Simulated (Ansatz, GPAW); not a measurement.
# A 2-layer slab of V(110): work function by functional and basis

How far do functional and basis move the work function of a 2-layer slab of V(110)?

Program: GPAW 26.7.0 and Ansatz 0.2.0. Level of theory: Ansatz plane waves; slab in vacuum with a dipole correction, relaxation, in the first sound run; inputs show where later runs differ. Results are calculated unless marked as measured.

### 1. Set-up

The cell holds 2 atoms: 2 V. Cell: a = 2.615 Å, b = 2.615 Å, c = 16.135 Å, α = 90.0°, β = 90.0°, γ = 70.5°. Vacuum lies along c.

### 2. Relaxing the atoms

Forces are removed first; all later runs use this geometry. The lowest 1 atoms are held at bulk positions and keep their forces.

The input, input.yaml:

```yaml
crystal:
  lattice:
    - [2.1354624792, -1.51, 0.0]
    - [2.1354624792, 1.51, 0.0]
    - [0.0, 0.0, 16.1354624792]
  atoms:
    - { symbol: V, position: [0.0, 0.0, 0.4338270446] }
    - { symbol: V, position: [0.5, 0.5, 0.5661729554] }
kpoints:
  mp_grid: { grid: [13, 13, 1] }
hamiltonian:
  xc: pbe
scf:
  occupations: { method: fermi_dirac, width: 0.1 }
efield:
  axis: 3
  dipole_correction: true
  ramp_width: 0.05
relax:
  f_tol: 0.02
  max_steps: 60
  constraints: [{ sites: [0] }]
output:
  write_potential: true
  write_density: true
  volumetric_format: npy
```

Started as:

```console
$ ansatz run input.yaml --threads 2 --pin off --max-ram 4096MiB --backend cpu --events-out ev --progress --plain --runs-dir out
```

Numbers of over 12 decimals in the logs are rounded to 6 here.

Output:

```text
Engine: ansatz 0.2.0, aarch64-unknown-linux-gnu
Pseudopotentials: kind: paw
Pseudopotential: V, paw, valence charge 13, recommended cutoff 420 eV (normal), V.paw.azcp
Functional definition: PBE
  parameter kappa = 0.804
  parameter beta = 0.066725
  exchange = pbe_x(kappa = kappa, mu = beta*pi^2/3)
  correlation = pbe_c(beta = beta)
Crystal: 2 atoms, lattice volume = 104.059 Å³
Basis set: ecut = 420 eV, 2007 PW (Γ), exchange–correlation on 36×36×216 points (8 copies of the dense FFT grid, shifted against one another)
Bands: 17, of which v1, the nominal top of the filled ones, is band 13 counted from 1 (12 counted from 0)
Symmetry: 4 space group operations
k-points: 49 of 169
Non-local potential: V, projectors of the file, l = 0: 3, l = 1: 2, l = 2: 3, l = 3: 1
PAW form: soft (Blöchl's): semilocal exchange-correlation on the pseudo side does not see the compensation charge
PAW one-centre angular grid: V, 590 points (default); XC on 64 Gauss nodes
Initial density: superposition of atomic densities (neutral atoms: chi_scale 0, normalization atom), corrected by the library's trained network
Initial wavefunctions: pseudopotential atomic-orbital guess
Functional: x = pbe(κ = 0.804, μ = 0.219515), c = pbe(β = 0.066725)
SCF iter   1: F=—  HF=-5822.752764 eV  |F-HF|=—  |Δ(HF+E_count)|=         —  Δρ=2.87e-3  dr2=9.91e-3  ethr=1.77e-3  p=0.000 e·Å  D=7.77e-14 V/Å  ΔV_dip=-0.00 eV  dr2_dipole=1.98e-7  V_vac-E_F(+/−)=4.47/4.47 eV  ⟨swp⟩=6.1  Hψ=4045  notcnv=0
efield: sawtooth ramp at fractional position 0.9750 (placed from the atoms, in the widest stretch of the axis that holds none; the zero of the levels goes with the place), width 0.0500; the density the first Hamiltonian is built on has a dipole p = 0.000 e·Å; the dipole correction subtracts the counter field D = 7.77e-14 V/Å, which shifts the + side's vacuum level by -0.00 eV against the − side's; the planar-averaged density in the ramp window peaks in size at 1.7e-4 e/Å³
preconditioner: auto → LDOS  [metal: Δε(μ)=0.015 eV  Ē_g=2.666 eV  σ=0.100 eV  W_gap=0.04  n_scr=10 (ndim 8)  ℏωp=11.5 eV  f_vac=0.608  D(μ)=4.18/eV (n_scr^D=32)  β→1.0]
SCF iter   2: F=—  HF=-5822.754926 eV  |F-HF|=—  |Δ(HF+E_count)|=   2.16e-3  Δρ=1.62e-3  dr2=1.04e-2  ethr=3.81e-5  p=-0.000 e·Å  D=-9.91e-5 V/Å  ΔV_dip=0.00 eV  dr2_dipole=5.66e-6  V_vac-E_F(+/−)=4.66/4.65 eV  ⟨swp⟩=3.6  Hψ=2187  notcnv=0
SCF iter   3: F=—  HF=-5822.753450 eV  |F-HF|=—  |Δ(HF+E_count)|=   1.48e-3  Δρ=5.15e-4  dr2=4.54e-4  ethr=3.81e-5  p=0.000 e·Å  D=8.76e-5 V/Å  ΔV_dip=-0.00 eV  dr2_dipole=7.32e-10  V_vac-E_F(+/−)=4.68/4.68 eV  ⟨swp⟩=2.0  Hψ=1110  notcnv=0
SCF iter   4: F=—  HF=-5822.753544 eV  |F-HF|=—  |Δ(HF+E_count)|=   9.40e-5  Δρ=1.47e-4  dr2=3.29e-5  ethr=1.75e-6  p=-0.000 e·Å  D=-2.14e-5 V/Å  ΔV_dip=0.00 eV  dr2_dipole=1.97e-8  V_vac-E_F(+/−)=4.70/4.70 eV  ⟨swp⟩=2.1  Hψ=1176  notcnv=0
SCF iter   5: F=—  HF=-5822.753552 eV  |F-HF|=—  |Δ(HF+E_count)|=   7.78e-6  Δρ=8.24e-5  dr2=1.02e-5  ethr=1.27e-7  p=0.000 e·Å  D=3.99e-5 V/Å  ΔV_dip=-0.00 eV  dr2_dipole=7.53e-8  V_vac-E_F(+/−)=4.71/4.71 eV  ⟨swp⟩=2.6  Hψ=1423  notcnv=0
SCF iter   6: F=-5822.753552 eV  HF=-5822.753552 eV  |F-HF|=3.78e-7  |Δ(HF+E_count)|=   3.68e-7  Δρ=2.69e-5  dr2=8.93e-7  ethr=3.85e-8  p=-0.000 e·Å  D=-5.20e-6 V/Å  ΔV_dip=0.00 eV  dr2_dipole=1.84e-8  V_vac-E_F(+/−)=4.71/4.71 eV  ⟨swp⟩=11.3  Hψ=6467  notcnv=0
SCF 1 converged in 6 iterations: F = -5822.753552 eV  dr2 = 8.93e-7
  Residual-converged pass: ⟨swp⟩=1.0  Hψ=1029  notcnv=0  max |occ|·‖R‖ = 7.1e-9 eV (tolerance 1.0e-8 eV)  dr2=8.93e-7  dr2_onsite=1.08e-7  max |Δocc| = 2.3e-10
  greatest PAW one-centre occupation: 1.000 electrons in one spin orbital (limit 2), on the V atom at site 1 (counted from 0), in its partial waves of l = 0
relax step   1: F+E_penalty+E_count = -5822.75355165 eV  Δ(F+E_penalty+E_count) = +0.000e0 eV  max|allowed force component| = 9.948e-1 eV/Å  Δτ_max = 0.0000 Å  (6 SCF iters, dr2 threshold 1.00e-5 eV, accepted)
Initial density: handed on by an earlier stage of this run
Initial wavefunctions: those handed on with the density
SCF iter   1: F=—  HF=-5823.063941 eV  |F-HF|=—  |Δ(HF+E_count)|=         —  Δρ=2.83e-2  dr2=4.44e0  ethr=3.10e-3  p=-0.000 e·Å  D=-5.27e-6 V/Å  ΔV_dip=0.00 eV  dr2_dipole=9.22e-1  V_vac-E_F(+/−)=4.84/4.84 eV  ⟨swp⟩=5.1  Hψ=3343  notcnv=0
efield: sawtooth ramp at fractional position 0.9750 (handed on by an earlier solve), width 0.0500; the density the first Hamiltonian is built on has a dipole p = -0.000 e·Å; the dipole correction subtracts the counter field D = -5.27e-6 V/Å, which shifts the + side's vacuum level by +0.00 eV against the − side's; the planar-averaged density in the ramp window peaks in size at 3.3e-6 e/Å³
preconditioner: auto → LDOS  [metal: Δε(μ)=0.026 eV  Ē_g=2.917 eV  σ=0.100 eV  W_gap=0.07  n_scr=10 (ndim 8)  ℏωp=11.5 eV  f_vac=0.621  D(μ)=3.85/eV (n_scr^D=24)  β→1.0]
SCF iter   2: F=—  HF=-5822.998880 eV  |F-HF|=—  |Δ(HF+E_count)|=   6.51e-2  Δρ=1.33e-2  dr2=6.60e-1  ethr=3.10e-3  p=0.007 e·Å  D=1.15e-2 V/Å  ΔV_dip=-0.18 eV  dr2_dipole=1.41e-2  V_vac-E_F(+/−)=4.29/4.48 eV  ⟨swp⟩=2.0  Hψ=1665  notcnv=0
SCF iter   3: F=—  HF=-5822.901262 eV  |F-HF|=—  |Δ(HF+E_count)|=   9.76e-2  Δρ=2.58e-3  dr2=1.12e-2  ethr=2.54e-3  p=0.004 e·Å  D=7.64e-3 V/Å  ΔV_dip=-0.12 eV  dr2_dipole=4.91e-5  V_vac-E_F(+/−)=4.57/4.69 eV  ⟨swp⟩=2.0  Hψ=1276  notcnv=0
SCF iter   4: F=—  HF=-5822.899518 eV  |F-HF|=—  |Δ(HF+E_count)|=   1.74e-3  Δρ=9.67e-4  dr2=1.09e-3  ethr=4.31e-5  p=0.002 e·Å  D=4.22e-3 V/Å  ΔV_dip=-0.07 eV  dr2_dipole=3.84e-6  V_vac-E_F(+/−)=4.59/4.66 eV  ⟨swp⟩=3.5  Hψ=2017  notcnv=0
SCF iter   5: F=—  HF=-5822.899672 eV  |F-HF|=—  |Δ(HF+E_count)|=   1.54e-4  Δρ=3.46e-4  dr2=1.46e-4  ethr=4.21e-6  p=0.002 e·Å  D=3.02e-3 V/Å  ΔV_dip=-0.05 eV  dr2_dipole=2.27e-6  V_vac-E_F(+/−)=4.60/4.65 eV  ⟨swp⟩=2.7  Hψ=1376  notcnv=0
SCF iter   6: F=—  HF=-5822.899796 eV  |F-HF|=—  |Δ(HF+E_count)|=   1.25e-4  Δρ=1.15e-4  dr2=2.20e-5  ethr=5.61e-7  p=0.001 e·Å  D=1.43e-3 V/Å  ΔV_dip=-0.02 eV  dr2_dipole=1.97e-6  V_vac-E_F(+/−)=4.62/4.64 eV  ⟨swp⟩=2.2  Hψ=1110  notcnv=0
SCF iter   7: F=-5822.899804 eV  HF=-5822.899802 eV  |F-HF|=2.08e-6  |Δ(HF+E_count)|=   5.85e-6  Δρ=3.42e-5  dr2=1.55e-6  ethr=8.47e-8  p=0.000 e·Å  D=5.30e-4 V/Å  ΔV_dip=-0.01 eV  dr2_dipole=2.94e-7  V_vac-E_F(+/−)=4.63/4.63 eV  ⟨swp⟩=12.0  Hψ=7375  notcnv=0
SCF 2 converged in 7 iterations: F = -5822.899804 eV  dr2 = 1.55e-6
  Residual-converged pass: ⟨swp⟩=1.0  Hψ=1029  notcnv=0  max |occ|·‖R‖ = 7.0e-9 eV (tolerance 1.0e-8 eV)  dr2=1.55e-6  dr2_onsite=9.08e-8  max |Δocc| = 3.3e-10
  greatest PAW one-centre occupation: 1.000 electrons in one spin orbital (limit 2), on the V atom at site 0 (counted from 0), in its partial waves of l = 0
relax step   2: F+E_penalty+E_count = -5822.89980437 eV  Δ(F+E_penalty+E_count) = -1.463e-1 eV  max|allowed force component| = 4.579e-1 eV/Å  Δτ_max = 0.1910 Å  (7 SCF iters, dr2 threshold 6.19e-5 eV, accepted)
SCF iter   1: F=—  HF=-5823.006741 eV  |F-HF|=—  |Δ(HF+E_count)|=         —  Δρ=2.12e-2  dr2=2.29e0  ethr=3.10e-3  p=0.000 e·Å  D=5.30e-4 V/Å  ΔV_dip=-0.01 eV  dr2_dipole=4.44e-1  V_vac-E_F(+/−)=4.74/4.75 eV  ⟨swp⟩=4.0  Hψ=2879  notcnv=0
efield: sawtooth ramp at fractional position 0.9750 (handed on by an earlier solve), width 0.0500; the density the first Hamiltonian is built on has a dipole p = 0.000 e·Å; the dipole correction subtracts the counter field D = 5.30e-4 V/Å, which shifts the + side's vacuum level by -0.01 eV against the − side's; the planar-averaged density in the ramp window peaks in size at 8.0e-6 e/Å³
preconditioner: auto → LDOS  [metal: Δε(μ)=0.020 eV  Ē_g=3.036 eV  σ=0.100 eV  W_gap=0.05  n_scr=10 (ndim 8)  ℏωp=11.5 eV  f_vac=0.626  D(μ)=3.58/eV (n_scr^D=12)  β→1.0]
SCF iter   2: F=—  HF=-5822.958896 eV  |F-HF|=—  |Δ(HF+E_count)|=   4.78e-2  Δρ=9.55e-3  dr2=3.04e-1  ethr=3.10e-3  p=0.005 e·Å  D=8.01e-3 V/Å  ΔV_dip=-0.13 eV  dr2_dipole=1.53e-2  V_vac-E_F(+/−)=4.35/4.48 eV  ⟨swp⟩=2.2  Hψ=1612  notcnv=0
SCF iter   3: F=—  HF=-5822.923894 eV  |F-HF|=—  |Δ(HF+E_count)|=   3.50e-2  Δρ=2.00e-3  dr2=1.31e-2  ethr=1.17e-3  p=0.003 e·Å  D=5.60e-3 V/Å  ΔV_dip=-0.09 eV  dr2_dipole=7.63e-7  V_vac-E_F(+/−)=4.54/4.63 eV  ⟨swp⟩=2.1  Hψ=1278  notcnv=0
SCF iter   4: F=—  HF=-5822.921334 eV  |F-HF|=—  |Δ(HF+E_count)|=   2.56e-3  Δρ=6.11e-4  dr2=4.02e-4  ethr=5.02e-5  p=0.002 e·Å  D=3.48e-3 V/Å  ΔV_dip=-0.06 eV  dr2_dipole=7.66e-10  V_vac-E_F(+/−)=4.53/4.59 eV  ⟨swp⟩=3.4  Hψ=1693  notcnv=0
SCF iter   5: F=—  HF=-5822.921419 eV  |F-HF|=—  |Δ(HF+E_count)|=   8.54e-5  Δρ=2.34e-4  dr2=6.24e-5  ethr=1.54e-6  p=0.001 e·Å  D=2.34e-3 V/Å  ΔV_dip=-0.04 eV  dr2_dipole=2.53e-6  V_vac-E_F(+/−)=4.54/4.58 eV  ⟨swp⟩=2.7  Hψ=1491  notcnv=0
SCF iter   6: F=—  HF=-5822.921470 eV  |F-HF|=—  |Δ(HF+E_count)|=   5.13e-5  Δρ=7.77e-5  dr2=1.37e-5  ethr=5.04e-8  p=0.001 e·Å  D=9.87e-4 V/Å  ΔV_dip=-0.02 eV  dr2_dipole=1.17e-6  V_vac-E_F(+/−)=4.55/4.56 eV  ⟨swp⟩=12.4  Hψ=8072  notcnv=0
SCF iter   7: F=-5822.921473 eV  HF=-5822.921472 eV  |F-HF|=1.27e-6  |Δ(HF+E_count)|=   1.31e-6  Δρ=2.16e-5  dr2=5.67e-7  ethr=5.04e-8  p=0.000 e·Å  D=3.38e-4 V/Å  ΔV_dip=-0.01 eV  dr2_dipole=1.09e-7  V_vac-E_F(+/−)=4.55/4.56 eV  ⟨swp⟩=11.5  Hψ=6645  notcnv=0
SCF 3 converged in 7 iterations: F = -5822.921473 eV  dr2 = 5.67e-7
  Residual-converged pass: ⟨swp⟩=1.0  Hψ=1029  notcnv=0  max |occ|·‖R‖ = 7.0e-9 eV (tolerance 1.0e-8 eV)  dr2=5.67e-7  dr2_onsite=2.84e-8  max |Δocc| = 2.2e-10
relax step   3: F+E_penalty+E_count = -5822.92147281 eV  Δ(F+E_penalty+E_count) = -2.167e-2 eV  max|allowed force component| = 1.282e-1 eV/Å  Δτ_max = 0.1199 Å  (7 SCF iters, dr2 threshold 1.31e-5 eV, accepted)
[...]
relax step   4: F+E_penalty+E_count = -5822.92294247 eV  Δ(F+E_penalty+E_count) = -1.470e-3 eV  max|allowed force component| = 1.308e-2 eV/Å  Δτ_max = 0.0259 Å  (6 SCF iters, dr2 threshold 1.29e-6 eV, accepted)
iter 1 solved again at ethr=3.29e-9 eV; its pass at ethr=3.10e-3 eV (dr2=8.55e-7 eV) is discarded
SCF iter   1: F=—  HF=-5822.922962 eV  |F-HF|=—  |Δ(HF+E_count)|=         —  Δρ=1.64e-5  dr2=8.55e-7  ethr=3.29e-9  p=-0.000 e·Å  D=-2.44e-4 V/Å  ΔV_dip=0.00 eV  dr2_dipole=1.37e-7  V_vac-E_F(+/−)=4.57/4.57 eV  ⟨swp⟩=1.0  Hψ=2853  notcnv=0
efield: sawtooth ramp at fractional position 0.9750 (handed on by an earlier solve), width 0.0500; the density the first Hamiltonian is built on has a dipole p = -0.000 e·Å; the dipole correction subtracts the counter field D = -2.44e-4 V/Å, which shifts the + side's vacuum level by +0.00 eV against the − side's; the planar-averaged density in the ramp window peaks in size at 7.0e-6 e/Å³
preconditioner: auto → LDOS  [metal: Δε(μ)=0.013 eV  Ē_g=2.971 eV  σ=0.100 eV  W_gap=0.03  n_scr=10 (ndim 8)  ℏωp=11.5 eV  f_vac=0.621  D(μ)=3.70/eV (n_scr^D=12)  β→1.0]
SCF iter   2: F=—  HF=-5822.922943 eV  |F-HF|=—  |Δ(HF+E_count)|=   1.85e-5  Δρ=1.30e-5  dr2=4.17e-7  ethr=3.29e-9  p=-0.000 e·Å  D=-9.80e-5 V/Å  ΔV_dip=0.00 eV  dr2_dipole=1.66e-9  V_vac-E_F(+/−)=4.57/4.57 eV  ⟨swp⟩=2.2  Hψ=1237  notcnv=0
SCF iter   3: F=—  HF=-5822.922943 eV  |F-HF|=—  |Δ(HF+E_count)|=   1.05e-8  Δρ=6.46e-6  dr2=1.37e-7  ethr=1.60e-9  p=-0.000 e·Å  D=-7.66e-5 V/Å  ΔV_dip=0.00 eV  dr2_dipole=3.20e-9  V_vac-E_F(+/−)=4.57/4.57 eV  ⟨swp⟩=2.2  Hψ=1271  notcnv=0
SCF iter   4: F=-5822.922943 eV  HF=-5822.922943 eV  |F-HF|=1.57e-8  |Δ(HF+E_count)|=   3.45e-9  Δρ=3.32e-6  dr2=1.97e-8  ethr=3.85e-10  p=-0.000 e·Å  D=-3.42e-5 V/Å  ΔV_dip=0.00 eV  dr2_dipole=2.75e-9  V_vac-E_F(+/−)=4.57/4.57 eV  ⟨swp⟩=9.9  Hψ=5597  notcnv=0
SCF 5 converged in 4 iterations: F = -5822.922943 eV  dr2 = 1.97e-8
relax step   5: F+E_penalty+E_count = -5822.92294308 eV  Δ(F+E_penalty+E_count) = -6.132e-7 eV  max|allowed force component| = 1.378e-2 eV/Å  Δτ_max = 0.0000 Å  (4 SCF iters, accepted)
NSCF: frozen V_eff on 49 k-points
the band table was solved once a step of the walk had ended and its energy, with any forces and stress, was formed, with the checks that follow a solve (5833 applications of the Hamiltonian). They found nothing against the state; the energy, forces and stress were not computed again (output.eigenvalues in the input reference)
WARN: The output density's exchange-correlation potential varies sharply where the density is thin. Do not read a vacuum level from v_tot or v_xc, or from such a field of the output density. On a cell that repeats whose density bears no net charge and no dipole along the vacuum's axis use v_es (v_loc + v_h of the components); under efield.dipole_correction with no amplitude use v_es + v_field, which holds any externa [...]
SCF converged after 4 iterations
Free energy (F): -5822.922943 eV
Harris-Foulkes:  -5822.922943 eV  (|F-HF|=1.57e-8)
Internal energy: -5822.801011 eV  (E = F + TS)
E sigma→0 (E₀):  -5822.861977 eV
Entropy (-TS):   -0.121932 eV (-60.966 meV/atom)
Fermi energy:    1.159206 eV
Dipole field:    D = 0.000064 V/Å  (p = 0.000037 e·Å, saw-weighted, corrected)
Work function:   Φ+ = 4.5707 eV   Φ− = 4.5717 eV
Levels:          The Fermi level and band energies are counted from a zero that moves with the ramp; work functions are not
--- Per-component energies (eV) ---
  E_band       = -692.428587
  E_kinetic    = 671.115800
  E_local      = -17474.076535  (includes V_loc(G=0)·N_el)
  E_nonlocal   = -87.305096
  E_hartree    = 8462.070430
  E_xc         = -258.602017
  E_vxc        = -327.625365  (∫ρ·V_xc dr)
  E_paw        = -2227.393392  (= ΣΔE_a)
  E_vpaw       = -398.694979  (= ΣTr[D̂ρ^β])
  E_aug_tail   = 0.000525  (compensation charges beyond the density's cutoff)
  E_efield     = 0.000000  (sawtooth field / dipole correction)
  E_vefield    = 0.000236  (∫n·V_field dr)
  E_ewald      = 5091.389274
  E_smearing   = -0.121932  (= −TS)
  E_closure    = -0.000000  (closes the sum)
  Σ components = -5822.922943   (vs F -5822.922943, Δ=0.00e0)
--- Forces (eV/Å), atoms counted from 1 ---
  atom   1  V      0.00000000     0.00000000     0.01376080
  atom   2  V      0.00000000     0.00000000    -0.01377938
  max |Σ_I F_I| component: 1.86e-5 eV/Å
--- Band table (eV; the first three rows and the last of 49) ---
  k-point 0: bands = [... 9 lower, -2.5248, -0.1733, 0.4630, 1.0940, 1.2503, 1.5812, 2.4922, 3.2925]
  k-point 1: bands = [... 9 lower, -2.3659, -0.1631, 0.4084, 1.0938, 1.3071, 1.7015, 2.3127, 3.1115]
  k-point 2: bands = [... 9 lower, -1.9296, -0.1885, 0.3374, 0.9227, 1.6443, 1.8238, 2.0022, 3.0544]
  k-point 48: bands = [... 9 lower, -1.4274, -1.3992, 0.2299, 1.5490, 3.1019, 3.4542, 3.6012, 3.7988]
--- Relaxed structure (5 steps of the walk, 5 accepted, 0 SCFs on fresh bases) ---
  F+E_penalty+E_count = -5822.92294308 eV   max|allowed force component| = 1.378e-2 eV/Å
  atoms:
    - { symbol: V, position: [0.0, 0.0, 0.4338270446] }
    - { symbol: V, position: [0.5, 0.5, 0.548510] }
```

The job ended after 44 s (2 threads of Arm Neoverse N1, shared host; peak memory 0.41 GiB; 87 s of CPU time).

This run has no spin polarisation, although V can carry a moment.

The steps of the relaxation:

```tsv
step	energy less that of the first step (eV)	largest force component (eV/Å)
1	0.0000	0.9948
2	-0.1463	0.4579
3	-0.1679	0.1281
4	-0.1694	0.0131
5	-0.1694	0.0138
```

The run keeps the 4 symmetry operations that it works with, so distortions that break them were not tested.

The atoms that moved most (Å):

```tsv
atom	dx	dy	dz	length
V2	0.000	0.000	-0.285	0.285
```

The relaxed structure:

```xyz
2
Lattice="2.1355 -1.5100 0.0000 2.1355 1.5100 0.0000 0.0000 0.0000 16.1355" Properties=species:S:1:pos:R:3
V     0.0000    0.0000    7.0000
V     2.1355    0.0000    8.8505
```

Numbers from this step:

| Quantity | Value |
| --- | --- |
| free energy | -5822.9229 eV |
| smearing term TS | 0.1219 eV |
| symmetry operations | 4 |
| upper work function | 4.571 eV |
| lower work function | 4.572 eV |
| dipole along the normal | 3.66e-5 e·Å |
| dipole field | 6.36e-5 V/Å |
| vacuum level above | 5.730 eV |
| vacuum level below | 5.731 eV |

The electrostatic potential energy of an electron (with the applied field's), less the Fermi level, planar mean by z:

```tsv
z (Å)	electrostatic potential energy of an electron (with the applied field's), less the Fermi level, planar mean (eV)
0	4.57
1	4.57
2	4.57
3	4.57
4	4.52
5	4.01
6	-0.559
7	-12.9
8	-4.67
9	-12.8
10	0.906
11	4.17
12	4.53
13	4.57
14	4.57
15	4.57
```

Table of valence density, planar mean by z:

```tsv
z (Å)	valence density, planar mean (e/Å³)
3	1.6e-4
4	0.00165
5	0.0159
6	0.129
7	2.06
8	0.399
9	1.88
10	0.0897
11	0.0115
12	0.00117
13	1.0e-4
```

The relaxation lowered the energy of the cell by 0.169 eV.

(Part 1 of 2 ends here.)

[Logs are printed without paths, hosts, clocks, repeated set-up lines and the standing remarks that a program may print on its own settings, such as how far it seeks lower states.]

[Hosts, paths, dates, database ids (printed as entryN), source tags and the programs' standing remarks are cut or masked in the printed files.]
